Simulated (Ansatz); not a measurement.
# Cs2RbScH6: complex band structure

A new crystal, Cs2RbScH6: structure, gap and complex bands. It is built by putting Sc for Al, Rb for Tl in the Cs2AlTlH6 structure of space group Fm-3m, with the volume rescaled by atomic radii. The parent structure comes from the Materials Project.

Program: Ansatz 0.2.0. Level of theory: PBEsol DFT, plane waves, PAW files, in the first sound run; inputs show where later runs differ. Results are calculated unless marked as measured.

The structure was built from a prototype and need not be the compound's stable phase.

### 1. The structure

The structure is cubic, space group Fm-3m (No. 225). The conventional cell has a = 9.607 Å, b = 9.607 Å, c = 9.607 Å, α = 90.00°, β = 90.00°, γ = 90.00°. Nearest to Cs lie 12 H at 3.43 Å. Nearest to Sc lie 6 H at 1.94 Å. Rb has 6 H at 2.87 Å nearest. H has 1 Sc at 1.94 Å and 4 H at 2.74 Å and 1 Rb at 2.87 Å and 4 Cs at 3.43 Å nearest. It derives from Cs2AlTlH6. Sc for Al, Rb for Tl in the Cs2AlTlH6 structure of space group Fm-3m. Farther neighbours are not listed.

### 2. Cell and atoms at rest

The substituted atoms don't fit the parent's cell, so cell and atoms relax together. A small smearing keeps the run stable in case the gap closes on the way.

input.yaml reads:

```yaml
crystal:
  lattice:
    - [0.0, 4.8034932756, 4.8034932756]
    - [4.8034932756, 0.0, 4.8034932756]
    - [4.8034932756, 4.8034932756, 0.0]
  atoms:
    - { symbol: Cs, position: [0.25, 0.25, 0.25] }
    - { symbol: Cs, position: [0.75, 0.75, 0.75] }
    - { symbol: Sc, position: [0.5, 0.5, 0.5] }
    - { symbol: Rb, position: [0.0, 0.0, 0.0] }
    - { symbol: H, position: [0.298343, 0.701657, 0.701657] }
    - { symbol: H, position: [0.298343, 0.701657, 0.298343] }
    - { symbol: H, position: [0.701657, 0.298343, 0.701657] }
    - { symbol: H, position: [0.701657, 0.701657, 0.298343] }
    - { symbol: H, position: [0.298343, 0.298343, 0.701657] }
    - { symbol: H, position: [0.701657, 0.298343, 0.298343] }
kpoints:
  mp_grid: { grid: [4, 4, 4] }
scf:
  occupations: { method: gaussian, width: 0.03 }
hamiltonian:
  xc: pbesol
output:
  forces: true
  stress: true
relax:
  f_tol: 0.02
  max_steps: 60
  cell: {}
```

Command:

```sh
ansatz run input.yaml --threads 2 --pin off --max-ram 4096MiB --backend cpu --events-out ev --progress --plain --runs-dir out
```

Numbers of over 12 decimals in the logs are rounded to 6 here.

What it wrote:

```text
Engine: ansatz 0.2.0, x86_64-unknown-linux-gnu
Pseudopotentials: kind: paw
Pseudopotential: Cs, paw, valence charge 9, recommended cutoff 420 eV (normal), Cs.paw.azcp
Pseudopotential: Sc, paw, valence charge 11, recommended cutoff 420 eV (normal), Sc.paw.azcp
Pseudopotential: Rb, paw, valence charge 9, recommended cutoff 420 eV (normal), Rb.paw.azcp
Pseudopotential: H, paw, valence charge 1, recommended cutoff 420 eV (normal), H.paw.azcp
Functional definition: PBEsol
  exchange = pbesol_x
  correlation = pbesol_c
Crystal: 10 atoms, lattice volume = 221.667 Å³
Basis set: ecut = 420 eV, 4285 PW (Γ), exchange–correlation on 96×96×96 points (8 copies of the dense FFT grid, shifted against one another)
Bands: 32, of which v1, the nominal top of the filled ones, is band 22 counted from 1 (21 counted from 0)
Symmetry: 48 space group operations
Space group: Fm-3m (ITA 225), of the structure as read, at distance tolerance 6.1e-5 Å
k-points: 8 of 64
Non-local potential: Cs, projectors of the file, l = 0: 3, l = 1: 2, l = 2: 2, l = 3: 2
Non-local potential: Sc, projectors of the file, l = 0: 3, l = 1: 2, l = 2: 3, l = 3: 1
Non-local potential: Rb, projectors of the file, l = 0: 3, l = 1: 2, l = 2: 2
Non-local potential: H, projectors of the file, l = 0: 2, l = 1: 1
PAW form: soft (Blöchl's): semilocal exchange-correlation on the pseudo side does not see the compensation charge
PAW frozen core: Cs, regenerated for the run's functional, and the local potential with it (the file was generated under x = pbe(κ = 0.804, μ = 0.219515), c = pbe(β = 0.066725))
PAW frozen core: Sc, regenerated for the run's functional, and the local potential with it (the file was generated under x = pbe(κ = 0.804, μ = 0.219515), c = pbe(β = 0.066725))
PAW frozen core: Rb, regenerated for the run's functional, and the local potential with it (the file was generated under x = pbe(κ = 0.804, μ = 0.219515), c = pbe(β = 0.066725))
PAW one-centre angular grid: Cs, 194 points (default); XC on 64 Gauss nodes
PAW one-centre angular grid: Sc, 590 points (default); XC on 64 Gauss nodes
PAW one-centre angular grid: Rb, 110 points (default); XC on 64 Gauss nodes
PAW one-centre angular grid: H, 110 points (default); XC on 64 Gauss nodes
Initial density: superposition of atomic densities (neutral atoms: chi_scale 0, normalization atom), corrected by the library's trained network
Initial wavefunctions: pseudopotential atomic-orbital guess
Functional: x = pbesol(κ = 0.804, μ = 0.123457), c = pbesol(β = 0.046)
SCF iter   1: F=—  HF=-16596.504368 eV  |F-HF|=—  |Δ(HF+E_count)|=         —  Δρ=5.26e-3  dr2=5.79e-2  ethr=1.77e-3  ⟨swp⟩=6.9  Hψ=1361  notcnv=0  defer=1
preconditioner: auto → Resta (q_TF=auto, 2.084 Å⁻¹)  ε∞=2.9  [insulator: Δε(μ)=2.631 eV  Ē_g=9.959 eV  σ=0.030 eV  W_gap=1.00  n_scr=26 (ndim 8)  ℏωp=13.7 eV  f_vac=0.004  D(μ)=0.00/eV (n_scr^D=0)  ε∞_Penn≈2.9]
SCF iter   2: F=—  HF=-16596.492408 eV  |F-HF|=—  |Δ(HF+E_count)|=   1.20e-2  Δρ=2.15e-3  dr2=1.01e-2  ethr=1.31e-4  ⟨swp⟩=2.4  Hψ=416  notcnv=0  defer=39
SCF iter   3: F=—  HF=-16596.491262 eV  |F-HF|=—  |Δ(HF+E_count)|=   1.15e-3  Δρ=5.91e-4  dr2=1.25e-3  ethr=2.30e-5  ⟨swp⟩=2.0  Hψ=306  notcnv=0  defer=39
SCF iter   4: F=—  HF=-16596.491293 eV  |F-HF|=—  |Δ(HF+E_count)|=   3.08e-5  Δρ=1.86e-4  dr2=8.62e-5  ethr=2.84e-6  ⟨swp⟩=2.0  Hψ=302  notcnv=0  defer=39
SCF iter   5: F=—  HF=-16596.491342 eV  |F-HF|=—  |Δ(HF+E_count)|=   4.97e-5  Δρ=2.88e-5  dr2=5.80e-6  ethr=1.96e-7  ⟨swp⟩=2.0  Hψ=347  notcnv=0  defer=39
SCF iter   6: F=—  HF=-16596.491343 eV  |F-HF|=—  |Δ(HF+E_count)|=   9.90e-7  Δρ=8.64e-6  dr2=3.75e-7  ethr=1.32e-8  ⟨swp⟩=2.0  Hψ=270  notcnv=0  defer=39
SCF iter   7: F=-16596.491344 eV  HF=-16596.491344 eV  |F-HF|=4.69e-10  |Δ(HF+E_count)|=   2.88e-7  Δρ=2.21e-6  dr2=1.44e-8  ethr=2.27e-10  ⟨swp⟩=4.9  Hψ=807  notcnv=0
SCF 1 converged in 7 iterations: F = -16596.491344 eV  dr2 = 1.44e-8
  greatest PAW one-centre occupation: 0.998 electrons in one spin orbital (limit 2), on the Sc atom at site 2 (counted from 0), in its partial waves of l = 0
relax step   1: F+E_penalty+E_count = -16596.49134363 eV  Δ(F+E_penalty+E_count) = +0.000e0 eV  max|allowed force component| = 5.139e-1 eV/Å  Δτ_max = 0.0000 Å  P = -0.244 GPa  Ω = 221.667 Å³  (7 SCF iters, dr2 threshold 1.00e-7 eV, accepted)
Crystal: 10 atoms, lattice volume = 210.202 Å³
Basis set: ecut = 420 eV, 4111 PW (Γ), exchange–correlation on 96×96×96 points (8 copies of the dense FFT grid, shifted against one another)
Initial density: handed on by an earlier stage of this run
Initial wavefunctions: those handed on with the density
iter 1 solved again at ethr=1.90e-3 eV; its pass at ethr=3.10e-3 eV (dr2=8.35e-1 eV) is discarded
SCF iter   1: F=—  HF=-16596.762323 eV  |F-HF|=—  |Δ(HF+E_count)|=         —  Δρ=1.34e-2  dr2=8.40e-1  ethr=1.90e-3  ⟨swp⟩=1.5  Hψ=1316  notcnv=0
preconditioner: auto → Resta (q_TF=auto, 2.102 Å⁻¹)  ε∞=3.0  [insulator: Δε(μ)=2.739 eV  Ē_g=10.010 eV  σ=0.030 eV  W_gap=1.00  n_scr=26 (ndim 8)  ℏωp=14.0 eV  f_vac=0.000  D(μ)=0.00/eV (n_scr^D=0)  ε∞_Penn≈3.0]
SCF iter   2: F=—  HF=-16596.558073 eV  |F-HF|=—  |Δ(HF+E_count)|=   2.04e-1  Δρ=4.12e-3  dr2=3.30e-2  ethr=1.90e-3  ⟨swp⟩=3.4  Hψ=453  notcnv=0
SCF iter   3: F=—  HF=-16596.548700 eV  |F-HF|=—  |Δ(HF+E_count)|=   9.37e-3  Δρ=1.62e-3  dr2=5.76e-3  ethr=7.50e-5  ⟨swp⟩=2.9  Hψ=637  notcnv=0  defer=3
SCF iter   4: F=—  HF=-16596.547181 eV  |F-HF|=—  |Δ(HF+E_count)|=   1.52e-3  Δρ=1.89e-4  dr2=5.71e-5  ethr=1.31e-5  ⟨swp⟩=2.0  Hψ=506  notcnv=0  defer=3
SCF iter   5: F=—  HF=-16596.547099 eV  |F-HF|=—  |Δ(HF+E_count)|=   8.23e-5  Δρ=2.97e-5  dr2=2.39e-6  ethr=1.30e-7  ⟨swp⟩=2.1  Hψ=315  notcnv=0  defer=3
SCF iter   6: F=-16596.547100 eV  HF=-16596.547100 eV  |F-HF|=1.60e-8  |Δ(HF+E_count)|=   5.08e-7  Δρ=8.60e-6  dr2=2.32e-7  ethr=2.27e-9  ⟨swp⟩=4.4  Hψ=780  notcnv=0
SCF 2 converged in 6 iterations: F = -16596.547100 eV  dr2 = 2.32e-7
relax step   2: F+E_penalty+E_count = -16596.54709961 eV  Δ(F+E_penalty+E_count) = -5.576e-2 eV  max|allowed force component| = 4.901e-1 eV/Å  Δτ_max = 0.1737 Å  P = -1.215 GPa  Ω = 210.202 Å³  energy of the carried Pulay correction = +3.414e-3 eV  (6 SCF iters, dr2 threshold 1.00e-6 eV, accepted)
Crystal: 10 atoms, lattice volume = 209.456 Å³
iter 1 solved again at ethr=2.90e-4 eV; its pass at ethr=3.10e-3 eV (dr2=1.27e-1 eV) is discarded
SCF iter   1: F=—  HF=-16596.697202 eV  |F-HF|=—  |Δ(HF+E_count)|=         —  Δρ=5.11e-3  dr2=1.28e-1  ethr=2.90e-4  ⟨swp⟩=1.2  Hψ=1122  notcnv=0
preconditioner: auto → Resta (q_TF=auto, 2.104 Å⁻¹)  ε∞=3.1  [insulator: Δε(μ)=2.511 eV  Ē_g=9.771 eV  σ=0.030 eV  W_gap=1.00  n_scr=26 (ndim 8)  ℏωp=14.1 eV  f_vac=0.000  D(μ)=0.00/eV (n_scr^D=0)  ε∞_Penn≈3.1]
SCF iter   2: F=—  HF=-16596.667807 eV  |F-HF|=—  |Δ(HF+E_count)|=   2.94e-2  Δρ=1.92e-3  dr2=7.77e-3  ethr=2.90e-4  ⟨swp⟩=3.4  Hψ=439  notcnv=0
SCF iter   3: F=—  HF=-16596.665350 eV  |F-HF|=—  |Δ(HF+E_count)|=   2.46e-3  Δρ=6.72e-4  dr2=1.38e-3  ethr=1.77e-5  ⟨swp⟩=2.0  Hψ=409  notcnv=0
SCF iter   4: F=—  HF=-16596.664943 eV  |F-HF|=—  |Δ(HF+E_count)|=   4.07e-4  Δρ=9.44e-5  dr2=1.47e-5  ethr=3.13e-6  ⟨swp⟩=2.0  Hψ=303  notcnv=0
SCF iter   5: F=—  HF=-16596.664848 eV  |F-HF|=—  |Δ(HF+E_count)|=   9.50e-5  Δρ=1.94e-5  dr2=9.86e-7  ethr=2.27e-9  ⟨swp⟩=5.0  Hψ=924  notcnv=0
SCF iter   6: F=-16596.664848 eV  HF=-16596.664848 eV  |F-HF|=2.23e-8  |Δ(HF+E_count)|=   6.47e-8  Δρ=5.83e-6  dr2=8.68e-8  ethr=2.24e-9  ⟨swp⟩=2.1  Hψ=884  notcnv=0
SCF 3 converged in 6 iterations: F = -16596.664848 eV  dr2 = 8.68e-8
relax step   3: F+E_penalty+E_count = -16596.66484777 eV  Δ(F+E_penalty+E_count) = -1.177e-1 eV  max|allowed force component| = 5.764e-2 eV/Å  Δτ_max = 0.0690 Å  P = -0.464 GPa  Ω = 209.456 Å³  energy of the carried Pulay correction = +3.642e-3 eV  (6 SCF iters, dr2 threshold 1.00e-6 eV, accepted)
[...]
relax step   4: F+E_penalty+E_count = -16596.67200930 eV  Δ(F+E_penalty+E_count) = -7.162e-3 eV  max|allowed force component| = 9.835e-3 eV/Å  Δτ_max = 0.0039 Å  P = -0.071 GPa  Ω = 206.145 Å³  energy of the carried Pulay correction = +4.666e-3 eV  (5 SCF iters, dr2 threshold 5.38e-7 eV, accepted)
[...]
relax step   5: F+E_penalty+E_count = -16596.67264617 eV  Δ(F+E_penalty+E_count) = -6.369e-4 eV  max|allowed force component| = 4.177e-4 eV/Å  Δτ_max = 0.0032 Å  P = +0.002 GPa  Ω = 205.126 Å³  energy of the carried Pulay correction = +4.984e-3 eV  (5 SCF iters, dr2 threshold 1.28e-8 eV, accepted)
Basis set: ecut = 420 eV, 4015 PW (Γ), exchange–correlation on 90×90×90 points (8 copies of the dense FFT grid, shifted against one another)
Initial wavefunctions: pseudopotential atomic-orbital guess (no wavefunctions were taken with the density)
iter 1 solved again at ethr=3.39e-7 eV; its pass at ethr=3.10e-3 eV (dr2=1.49e-4 eV) is discarded
SCF iter   1: F=—  HF=-16596.668732 eV  |F-HF|=—  |Δ(HF+E_count)|=         —  Δρ=1.18e-4  dr2=2.95e-6  ethr=3.39e-7  ⟨swp⟩=3.0  Hψ=1989  notcnv=0
preconditioner: auto → Resta (q_TF=auto, 2.111 Å⁻¹)  ε∞=3.1  [insulator: Δε(μ)=2.564 eV  Ē_g=9.905 eV  σ=0.030 eV  W_gap=1.00  n_scr=26 (ndim 8)  ℏωp=14.2 eV  f_vac=0.000  D(μ)=0.00/eV (n_scr^D=0)  ε∞_Penn≈3.1]
SCF iter   2: F=—  HF=-16596.668678 eV  |F-HF|=—  |Δ(HF+E_count)|=   5.46e-5  Δρ=6.01e-5  dr2=7.35e-7  ethr=6.70e-9  ⟨swp⟩=2.0  Hψ=370  notcnv=0
SCF iter   3: F=—  HF=-16596.668683 eV  |F-HF|=—  |Δ(HF+E_count)|=   5.70e-6  Δρ=5.83e-6  dr2=5.85e-8  ethr=1.67e-9  ⟨swp⟩=2.0  Hψ=324  notcnv=0
SCF iter   4: F=—  HF=-16596.668683 eV  |F-HF|=—  |Δ(HF+E_count)|=   1.16e-8  Δρ=1.03e-6  dr2=8.41e-10  ethr=1.33e-10  ⟨swp⟩=2.1  Hψ=429  notcnv=0
SCF iter   5: F=-16596.668683 eV  HF=-16596.668683 eV  |F-HF|=2.55e-11  |Δ(HF+E_count)|=   2.18e-9  Δρ=8.90e-8  dr2=2.35e-11  ethr=1.00e-12  ⟨swp⟩=5.0  Hψ=860  notcnv=0
SCF 6 converged in 5 iterations: F = -16596.668683 eV  dr2 = 2.35e-11
relax step   6: F+E_penalty+E_count = -16596.66868333 eV  Δ(F+E_penalty+E_count) = +3.963e-3 eV  max|allowed force component| = 9.197e-4 eV/Å  Δτ_max = 0.0000 Å  P = -0.015 GPa  Ω = 205.126 Å³  stress off target by 1.54e-2 GPa  SCF on the basis re-selected at this cell (its energy is not comparable with the rows above)  (5 SCF iters)
basis re-selected at this cell: Δ(F+E_penalty+E_count) = +3.963e-3 eV, ΔP = -0.017 GPa vs the last step (what re-selecting the basis moved, of the pressure what is left beyond the Pulay correction that the steps carried, after the strain that the cell walked since its last selection, with what the two solves' SCF thresholds leave and, on support functions, any second-order correction that the steps lacked; it is no measure of the basis error at this ecutwfc). The dense FFT grid was sized anew with the basis: this SCF ran on 45×45×45 points, the steps before it on 48×48×48, so part of this shift can come from that change (see relax.cell in the input reference). [rest of the remark cut]
SCF converged after 5 iterations
Free energy (F): -16596.668683 eV
Harris-Foulkes:  -16596.668683 eV  (|F-HF|=2.55e-11)
Internal energy: -16596.668683 eV  (E = F + TS)
E sigma→0 (E₀):  -16596.668683 eV
Fermi energy:    4.204820 eV
--- Per-component energies (eV) ---
  E_band       = -411.948429
  E_kinetic    = 816.997467
  E_local      = -2202.621051  (includes V_loc(G=0)·N_el)
  E_nonlocal   = 325.832858
  E_hartree    = 716.697274
  E_xc         = -631.552852
  E_vxc        = -586.883560  (∫ρ·V_xc dr)
  E_paw        = -13469.562092  (= ΣΔE_a)
  E_vpaw       = -198.661877  (= ΣTr[D̂ρ^β])
  E_aug_tail   = -0.006760  (compensation charges beyond the density's cutoff)
  E_ewald      = -2152.994543
  E_core_change = 0.541016  (= ΣΔE_core)
  E_smearing   = -0.000000  (= −TS)
  E_closure    = 0.000000  (closes the sum)
  Σ components = -16596.668683   (vs F -16596.668683, Δ=0.00e0)
--- Forces (eV/Å), atoms counted from 1 ---
  atom   1  Cs     0.00000000     0.00000000    -0.00000000
  atom   2  Cs    -0.00000000    -0.00000000     0.00000000
  atom   3  Sc     0.00000000    -0.00000000    -0.00000000
  atom   4  Rb    -0.00000000    -0.00000000     0.00000000
  atom   5  H      0.00091968     0.00000000     0.00000000
  atom   6  H      0.00000000    -0.00091968     0.00000000
  atom   7  H     -0.00000000     0.00091968    -0.00000000
  atom   8  H      0.00000000    -0.00000000     0.00091968
  atom   9  H     -0.00000000     0.00000000    -0.00091968
  atom  10  H     -0.00091968    -0.00000000     0.00000000
  max |Σ_I F_I| component: 2.93e-18 eV/Å
--- Stress (GPa, compression-positive) ---
       -0.015361       0.000000       0.000000
        0.000000      -0.015361       0.000000
        0.000000       0.000000      -0.015361
  P = ⅓ Tr σ = -0.0154 GPa (-0.154 kbar)
--- Relaxed structure (5 steps of the walk, 5 accepted, 1 SCFs on fresh bases) ---
  F+E_penalty+E_count = -16596.66868333 eV   max|allowed force component| = 9.197e-4 eV/Å   (the final SCF, on the basis selected at the relaxed cell)
  cell:  # Å, volume = 205.1259 Å³
    - [0, 4.680909, 4.680909]
    - [4.680909, 0, 4.680909]
    - [4.680909, 4.680909, 0]
  atoms:
    - { symbol: Cs, position: [0.25, 0.25, 0.25] }
    - { symbol: Cs, position: [0.750000, 0.750000, 0.750000] }
    - { symbol: Sc, position: [0.5, 0.5, 0.5] }
    - { symbol: Rb, position: [-1.1962692949654259e-18, 2.3428821286304004e-18, 3.2050988657564183e-19] }
    - { symbol: H, position: [0.287510, 0.712490, 0.712490] }
    - { symbol: H, position: [0.287510, 0.712490, 0.287510] }
    - { symbol: H, position: [0.712490, 0.287510, 0.712490] }
    - { symbol: H, position: [0.712490, 0.712490, 0.287510] }
    - { symbol: H, position: [0.287510, 0.287510, 0.712490] }
    - { symbol: H, position: [0.712490, 0.287510, 0.287510] }
```

Run time: 11 s. Hardware: 2 threads of Intel Xeon Platinum 8488C (Sapphire Rapids), shared host; peak memory 0.58 GiB.

Step by step:

```csv
step,energy less that of the first step (eV),largest force component (eV/Å),pressure (GPa),volume (Å³)
1,0.0000,0.5139,-0.24,221.67
2,-0.0558,0.4901,-1.22,210.20
3,-0.1735,0.0576,-0.46,209.46
4,-0.1807,0.0098,-0.07,206.14
5,-0.1813,0.0004,0.00,205.13
6*,-0.1773,0.0009,-0.02,205.13
```

Relaxation steps marked * repeat the geometry before them on a plane-wave basis chosen anew for their cell, so energy and pressure can jump there.

The run keeps the 48 symmetry operations that it works with, so distortions that break them were not tested.

```csv
"conventional cell, symmetrised",before,after,change
a (Å),9.607,9.362,-2.6 %
b (Å),9.607,9.362,-2.6 %
c (Å),9.607,9.362,-2.6 %
volume (Å³/atom),22.17,20.51,-7.5 %
```

The atoms that moved most (Å, as changes of fractional coordinates times the final cell):

```csv
atom,dx,dy,dz,length
H8,0.000,0.000,0.101,0.101
H5,0.101,0.000,0.000,0.101
H7,0.000,0.101,0.000,0.101
H6,0.000,-0.101,0.000,0.101
H10,-0.101,0.000,0.000,0.101
H9,0.000,0.000,-0.101,0.101
```

This step gave:

* free energy: -16596.6687 eV
* Fermi energy: 4.205 eV
* pressure: -0.01536 GPa

The largest force component on a free atom ends at 9.2e-4 eV/Å.

### 3. The bulk crystal and its band edges

The energy window and the wavevectors of the next steps follow from the band edges, so these are searched first, off the mesh as well.

input.yaml reads:

```yaml
crystal:
  lattice:
    - [0.0, 4.6809086325, 4.6809086325]
    - [4.6809086325, 0.0, 4.6809086325]
    - [4.6809086325, 4.6809086325, 0.0]
  atoms:
    - { symbol: Cs, position: [0.25, 0.25, 0.25] }
    - { symbol: Cs, position: [0.75, 0.75, 0.75] }
    - { symbol: Sc, position: [0.5, 0.5, 0.5] }
    - { symbol: Rb, position: [0.0, 0.0, 0.0] }
    - { symbol: H, position: [0.2875101513, 0.7124898487, 0.7124898487] }
    - { symbol: H, position: [0.2875101513, 0.7124898487, 0.2875101513] }
    - { symbol: H, position: [0.7124898487, 0.2875101513, 0.7124898487] }
    - { symbol: H, position: [0.7124898487, 0.7124898487, 0.2875101513] }
    - { symbol: H, position: [0.2875101513, 0.2875101513, 0.7124898487] }
    - { symbol: H, position: [0.7124898487, 0.2875101513, 0.2875101513] }
kpoints:
  mp_grid: { grid: [4, 4, 4] }
  band_path: { path: [VBM, CBM], npoints: 30 }
scf:
  occupations: { method: fixed }
hamiltonian:
  xc: pbesol
output:
  eigenvalues: true
  write_potential: true
  write_density: true
  volumetric_format: npy
```

What it wrote:

```text
[...]
Crystal: 10 atoms, lattice volume = 205.126 Å³
Basis set: ecut = 420 eV, 4015 PW (Γ)
Bands: 32, of which v1, the nominal top of the filled ones, is band 22 counted from 1 (21 counted from 0)
Symmetry: 48 space group operations
[...]
k-points: 8 of 64
[...]
SCF iter   1: F=—  HF=-16596.687002 eV  |F-HF|=—  |Δ(HF+E_count)|=         —  Δρ=5.96e-3  dr2=6.95e-2  ethr=1.77e-3  ⟨swp⟩=5.0  Hψ=1039  notcnv=0  defer=55
[...]
SCF iter   7: F=-16596.668690 eV  HF=-16596.668690 eV  |F-HF|=5.10e-9  |Δ(HF+E_count)|=   1.86e-7  Δρ=1.59e-6  dr2=6.09e-9  ethr=2.27e-10  ⟨swp⟩=10.9  Hψ=1273  notcnv=0
SCF 1 converged in 7 iterations: F = -16596.668690 eV  dr2 = 6.09e-9
[...]
NSCF: frozen V_eff on 16 k-points
[...]
SCF converged after 7 iterations
Free energy (F): -16596.668690 eV
[...]
Internal energy: -16596.668690 eV  (E = F + TS)
E sigma→0 (E₀):  -16596.668690 eV
Fermi energy:    2.922656 eV
[...]
--- Band table (eV; the first three rows and the last of 8) ---
  k-point 0: bands = [... 18 lower, 1.9987, 2.4920, 2.4920, 2.4920, 6.2800, 6.2800, 6.2800, 7.7516, ... 6 higher]
  k-point 1: bands = [... 18 lower, 2.1298, 2.2946, 2.4947, 2.4947, 6.0846, 6.2366, 6.2366, 7.9242, ... 6 higher]
  k-point 2: bands = [... 18 lower, 2.2975, 2.2975, 2.4675, 2.4675, 5.9292, 6.1835, 6.1835, 7.5163, ... 6 higher]
  k-point 7: bands = [... 18 lower, 2.3079, 2.5702, 2.5702, 2.6249, 5.9295, 5.9295, 6.2062, 7.2643, ... 6 higher]
```

Wall time 6 s (2 threads); peak memory 0.51 GiB; 11 s of CPU time.

Reading the cycles: dr2 is the Hartree energy of the density residual (eV), the measure of convergence; HF is the Harris–Foulkes estimate of the energy, which meets the free energy F at convergence.

This step gave:

```yaml
fermi_energy: 2.923 eV
gap_on_the_k_mesh: 2.564 eV
gap_on_path: 2.564 eV, by band count; negative where bands overlap
direct_gap_on_path: 2.564 eV
edge_places_on_path: 0, 0 1/A along the path
```

Levels at VBM (eV): -7.55, -7.36, -7.36, -7.07, -7.07, -7.03, -2.16, -1.00, -0.74, -0.66, 0.00, 0.00, 2.56, 3.26, 3.26, 4.33, 4.72, 4.98, 5.57, 5.87, 5.87, 5.87.

The searched edges give 2.56 eV, as on the mesh.

(Continued in part 2 of 2.)

[Logs are printed without paths, hosts, clocks, repeated set-up lines and the standing remarks that a program may print on its own settings, such as how far it seeks lower states.]

[Hosts, paths, dates, database ids (printed as entryN), source tags and the programs' standing remarks are cut or masked in the printed files.]
